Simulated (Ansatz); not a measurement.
# Bands, cutoff and cost in G0W0 for NaI (Fm-3m), part 2 of 2

Wanted: a G0W0 gap for NaI (Fm-3m) that is converged in bands and cutoff, or an estimate of the limit.

Ansatz 0.2.0; G0W0 on PBE, plane waves, PAW. Known limits of the many-body steps: not at the basis limit; no spin-orbit coupling.

So far. Step 4 (435 empty bands, screening to 200 eV): Against the run with 4×4×4 mesh, 202 empty bands, screening to 120 eV, the gap moves by +0.06 eV.

### Step 5. Changing the frequency model: 4×4×4 mesh, 202 empty bands, screening to 120 eV, plasmon pole

A plasmon pole stands in for the full frequency dependence of the screening; this run shows what that costs in accuracy. Bands and cutoff differ from the step before, so it is read against an earlier run that matches them.

input.yaml reads:

```yaml
crystal:
  lattice:
    - [0.0, 3.2364, 3.2364]
    - [3.2364, 0.0, 3.2364]
    - [3.2364, 3.2364, 0.0]
  atoms:
    - { symbol: Na, position: [0.0, 0.0, 0.0] }
    - { symbol: I, position: [0.5, 0.5, 0.5] }
kpoints:
  mp_grid: { grid: [4, 4, 4] }
hamiltonian:
  xc: pbe
scf:
  occupations: { method: fixed }
gw:
  n_empty_bands: 202
  ecut_chi: 120
  qp_bands: [v2, c2]
  qp_kpoints: band_edges
  screening: { model: godby_needs }
```

The run is started by

```sh
$ ansatz run input.yaml --threads 3 --pin off --max-ram 92160MiB --backend cuda --events-out ev --progress --plain --runs-dir out --devices 1 --max-vram 13GiB
```

Numbers of over 12 decimals in the logs are rounded to 6 here.

The program printed:

```text
GPUs: using 1 of 1 available (devices: 1).
[...]
GPU FFT provider: cuFFT
GPU libraries: cuBLAS 13.8.2, cuFFT 12.4.0, cuSOLVER 12.3.4
Crystal: 2 atoms, lattice volume = 67.798 Å³
Basis set: ecut = 420 eV, 1363 PW (Γ)
Bands: 17, of which v1, the nominal top of the filled ones, is band 13 counted from 1 (12 counted from 0)
Symmetry: 48 space group operations
[...]
k-points: 8 of 64
[...]
1    15     10.5540    -4.8221    -3.6061    -9.0453  0.8294    11.1742    11.1710  root
[...]
6    12      2.2948   -16.8329     1.7705   -13.4981  0.8077     0.7108     0.7305  root
     6    13      2.2948   -16.8329     1.7705   -13.4981  0.8077     0.7108     0.7305  root
     6    14      7.5352    -4.5127    -3.2455    -8.3657  0.8413     8.1455     8.1427  root
     6    15      8.6040    -3.3381    -3.1693    -6.9037  0.8404     9.0014     9.0003  root
[key lines of the parts left out:]
SCF converged after 8 iterations
Free energy (F): -9001.877046 eV
Fermi energy:    3.038382 eV
```

Wall time 9.9 s (1 × NVIDIA H100 80GB HBM3 (shared by 6 runs) with 3 threads of AMD EPYC 7R13 (Zen 3), shared host); peak memory 1.2 GiB.

This step gave:

```yaml
bands_summed: 215
plasmon_pole_fit_frequency: 23.00 eV
rpa_eps_infinity_on_this_mesh_eigenvalues: 3.208, 3.208, 3.208
plane_waves_in_the_screening_matrix: 181
g0w0_gap_on_the_mesh: 5.627 eV
k_of_the_valence_top: 0, 0, 0
k_of_the_conduction_bottom: 0, 0, 0
starting_gap_on_the_mesh: 3.642 eV
least_direct_g0w0_gap_on_the_computed_points: 5.627 eV
```

Against the run with 4×4×4 mesh, 202 empty bands, screening to 120 eV, the gap moves by +0.03 eV.

### Step 6. Changing the files: 4×4×4 mesh, 202 empty bands, screening to 120 eV, hard PAW files

Other atomic data (hard PAW) test the pseudisation: the cutoff goes from 420 to 700 eV, with the same valence electrons.

input.yaml: that of step 5 with these lines changed.

```diff
@@ -12,2 +12,3 @@
   xc: pbe
+  pseudopotentials: { kind: paw, source: ansatz }
 scf:
@@ -19,2 +20,2 @@
   qp_kpoints: band_edges
-  screening: { model: godby_needs }
+  screening: { model: contour_deformation }
```

The program printed:

```text
GPUs: using 1 of 1 available (devices: 1).
[...]
GPU FFT provider: cuFFT
GPU libraries: cuBLAS 13.8.2, cuFFT 12.4.0, cuSOLVER 12.3.4
Crystal: 2 atoms, lattice volume = 67.798 Å³
Basis set: ecut = 700 eV, 2741 PW (Γ)
Bands: 17, of which v1, the nominal top of the filled ones, is band 13 counted from 1 (12 counted from 0)
Symmetry: 48 space group operations
[...]
k-points: 8 of 64
[...]
1    15     10.4725    -4.8262    -3.6507    -9.0468  0.8093    11.0475    11.0424  root
[...]
6    12      2.2134   -16.8282     1.8048   -13.4929  0.7855     0.6431     0.6829  root
     6    13      2.2134   -16.8282     1.8048   -13.4929  0.7855     0.6431     0.6829  root
     6    14      7.4546    -4.5076    -3.2529    -8.3586  0.8296     8.0567     8.0527  root
     6    15      8.5216    -3.3349    -3.1722    -6.8994  0.8286     8.9157     8.9139  root
[key lines of the parts left out:]
SCF converged after 7 iterations
Free energy (F): -9004.532440 eV
Fermi energy:    2.957222 eV
```

Run time: 9.5 s. Hardware: 1 × NVIDIA H100 80GB HBM3 (shared by 6 runs) with 3 threads; peak memory 1.2 GiB.

This step gave:

| Quantity | Value |
| --- | --- |
| bands summed | 215 |
| RPA ε∞ on this mesh (eigenvalues) | 3.212, 3.212, 3.212 |
| plane waves in the screening matrix | 181 |
| G0W0 gap on the mesh | 5.593 eV |
| k of the valence top | 0, 0, 0 |
| k of the conduction bottom | 0, 0, 0 |
| starting gap on the mesh | 3.642 eV |
| least direct G0W0 gap on the computed points | 5.593 eV |

Against the run with 4×4×4 mesh, 202 empty bands, screening to 120 eV, the gap moves by −0.003 eV.

### Step 7. Side by side

Times are wall times on 1 × NVIDIA H100 80GB HBM3 (shared by 6 runs) with 3 threads of AMD EPYC 7R13 (Zen 3), shared host, good to a factor of about two.

| mesh | files | frequency | bands summed | cutoff (eV) | start (eV) | G0W0 (eV) | time | host memory (GiB) |
| --- | --- | --- | --- | --- | --- | --- | --- | --- |
| 4×4×4 | default PAW | contour deformation | 84 | 60 | 3.642 | 5.402 | 5.3 s | 1.1 |
| 4×4×4 | default PAW | contour deformation | 215 | 120 | 3.642 | 5.596 | 7.7 s | 1.1 |
| 4×4×4 | default PAW | contour deformation | 448 | 200 | 3.642 | 5.658 | 15 s | 1.4 |
| 4×4×4 | default PAW | plasmon pole | 215 | 120 | 3.642 | 5.627 | 9.9 s | 1.2 |
| 4×4×4 | hard PAW | contour deformation | 215 | 120 | 3.642 | 5.593 | 9.5 s | 1.2 |

How the two edges are built up, in eV (the quasiparticle level is the starting level plus Σx plus Σc less Vxc):

| run | edge | start | Σx | Σc | Vxc | Z | QP |
| --- | --- | --- | --- | --- | --- | --- | --- |
| 84 bands | valence top | 3.04 | -17.56 | 1.95 | -14.54 | 0.80 | 1.96 |
| 84 bands | conduction bottom | 6.68 | -5.28 | -3.11 | -9.07 | 0.83 | 7.37 |
| 215 bands | valence top | 3.04 | -17.56 | 1.58 | -14.54 | 0.79 | 1.60 |
| 215 bands | conduction bottom | 6.68 | -5.28 | -3.28 | -9.07 | 0.83 | 7.20 |
| 448 bands | valence top | 3.04 | -17.56 | 1.43 | -14.54 | 0.79 | 1.45 |
| 448 bands | conduction bottom | 6.68 | -5.28 | -3.37 | -9.07 | 0.83 | 7.11 |

### Step 8. Outcome

| Item | Value |
| --- | --- |
| 84 bands, 60 eV | 5.402 eV |
| 215 bands, 120 eV | 5.596 eV |
| 448 bands, 200 eV | 5.658 eV |
| estimated limit in bands and cutoff | 5.72 eV |
| mesh and start | 4×4×4, PBE |

In words: A line in one over the bands through the two highest rungs gives 5.72 eV, +0.06 eV from the top rung; the pair below gives 5.72 eV, in fair agreement. The rungs stand 0.31 eV (84 bands), 0.12 eV (215 bands) and 0.06 eV (448 bands) from it. From 84 to 448 bands the gap moves by +0.26 eV while the time grows 2.8-fold. Σc changes by −0.51 eV at the valence top and −0.26 eV at the conduction bottom, so the valence edge carries most of the change. The plasmon-pole model gives +0.03 eV against contour deformation, 2 % of the correction, and saved no time in this program. Hard PAW files move the gap by −0.003 eV at equal bands and cutoff, −0.0003 eV of it in the start. The cheapest rung within 0.1 eV of this estimate is that with 448 bands (15 s). The many-body steps are scalar-relativistic: spin-orbit coupling is not in them.

[Paths, hosts, dates, memory and timing lines, banners, echoed tables and standing remarks are left out of the program output.]

[Logs are printed without paths, hosts, clocks, repeated set-up lines and the standing remarks that a program may print on its own settings, such as how far it seeks lower states.]

[Runs of the session that timed out or met a known fault of the program may be left out.]

[Cells called generated may have been cut or substituted from an entry of the Crystallography Open Database or the Materials Project.]

[Hosts, paths, dates, database ids (printed as entryN), source tags and the programs' standing remarks are cut or masked in the printed files.]
